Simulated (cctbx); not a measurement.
**Accept or mend?**

Cell a = 5.0160 Å, b = 6.4440 Å, c = 8.8232 Å, α = 87.37°, β = 74.47°, γ = 83.06°; space group P-1 (no. 2).

Simulated single-crystal data (cctbx): synchrotron X-rays, λ = 0.6889 Å, to d = 0.7 Å, 50 % of the full sphere, strongest reflection 20000 counts, noise from counting, a 6 % proportional error and a noise floor of 8 counts (s.d.); no absorption.

An isotropic refinement with weights 1/σ² prints:

```text
Rint 0.039, 1263 unique reflections to 0.70 A
cycle     R1     wR2    GooF  max shift (A)
   1  0.1594  0.3962   4.299   0.03506
  12  0.0425  0.1097   1.190   0.03626
final R1 0.0427 wR2 0.1111 GooF 1.206  parameters 41  data/parameter 30.8
atom        x        y        z      Ueq    occ   su(xyz)  su(Uiso or U11)
Fe1    0.87337  0.82985  0.57768   0.0076  1.000  0.00016  0.0002
Fe2    0.77649  0.66264  0.12166   0.0072  1.000  0.00017  0.0002
V1     0.51623  0.97274  0.83364   0.0082  1.000  0.00020  0.0002
Sc1    0.81551  0.51928  0.40761   0.0097  1.000  0.00023  0.0002
Sc2    0.00000  0.00000  0.00000   0.0088  1.000  0.00000  0.0003
Al1    0.99197  0.69866  0.82184   0.0081  1.000  0.00036  0.0003
Al2    0.69175  0.34752  0.96936   0.0083  1.000  0.00037  0.0003
Al3    0.39790  0.81749  0.47113   0.0075  1.000  0.00036  0.0003
Al4    0.96389  0.88313  0.28981   0.0085  1.000  0.00037  0.0003
Al5    0.59483  0.54120  0.70484   0.0084  1.000  0.00037  0.0003
Al6    0.04288  0.40673  0.83099   0.8128  1.000  0.01552  0.0597
difference map: max 1.25 min -1.56 rms 0.30
Q1    0.0966  0.8107  0.1606    2    1.31  1.24 A from Al4
Q2    0.1441  0.0595  0.5840    2    1.23  1.16 A from Al4
Q3    0.2237  0.7056  0.1293    2    1.19  0.92 A from Al2
Q4    0.4789  0.0294  0.8660    2    1.16  0.46 A from V1
Q5    0.9965  0.1442  0.0303    2    1.09  0.98 A from Sc2
Q6    0.1139  0.1424  0.3683    2    1.07  0.54 A from Fe1
```

**Question.** Can this result stand? If not, what is the likely fault?

Mend it. The fault: spurious atom: Al6. Against the right model at the same level, R1 goes from 0.0420 to 0.0427 and GooF from 1.17 to 1.21 and Al6 takes U = 0.81 Å². A site with no density behind it hides by a very large U or drifts. The fit had not settled when the cycles ran out.

The compound is Sc3Al10V2Fe4. The right model at the same level gives:

```text
Rint 0.039, 1263 unique reflections to 0.70 A
cycle     R1     wR2    GooF  max shift (A)
   1  0.2954  0.6013   6.514   0.12576
   2  0.0420  0.1081   1.171   0.00006
final R1 0.0420 wR2 0.1081 GooF 1.171  parameters 37  data/parameter 34.1
atom        x        y        z      Ueq    occ   su(xyz)  su(Uiso or U11)
Fe1    0.87336  0.82985  0.57769   0.0077  1.000  0.00016  0.0002
Fe2    0.77651  0.66264  0.12167   0.0073  1.000  0.00016  0.0002
V1     0.51625  0.97276  0.83366   0.0083  1.000  0.00020  0.0002
Sc1    0.81553  0.51927  0.40759   0.0098  1.000  0.00023  0.0002
Sc2    0.00000  0.00000  0.00000   0.0089  1.000  0.00000  0.0003
Al1    0.99194  0.69861  0.82184   0.0082  1.000  0.00035  0.0003
Al2    0.69180  0.34750  0.96933   0.0084  1.000  0.00036  0.0003
Al3    0.39788  0.81751  0.47114   0.0076  1.000  0.00035  0.0003
Al4    0.96394  0.88312  0.28978   0.0086  1.000  0.00035  0.0003
Al5    0.59485  0.54119  0.70485   0.0085  1.000  0.00036  0.0003
difference map: max 1.25 min -1.59 rms 0.29
Q1    0.0965  0.8091  0.1598    2    1.32  1.25 A from Al4
Q2    0.2241  0.7060  0.1294    2    1.22  0.92 A from Al2
Q3    0.4782  0.0310  0.8675    2    1.15  0.48 A from V1
Q4    0.1451  0.0582  0.5833    2    1.14  1.17 A from Al4
Q5    0.9983  0.1449  0.0304    2    1.10  0.98 A from Sc2
Q6    0.2860  0.0074  0.2708    2    0.99  1.17 A from V1
```

Isotropic U is held between 0.0001 and 1 Å² by the program, and listed peak heights are interpolated, so they can pass the grid's maximum.

The model was made for the exercise: a known structure type with other elements put in, its volume estimated, not relaxed; displacement parameters are assumed.

[Middle refinement cycles are left out of these outputs.]

[Logs are printed without paths, hosts, clocks, repeated set-up lines and the standing remarks that a program may print on its own settings, such as how far it seeks lower states.]
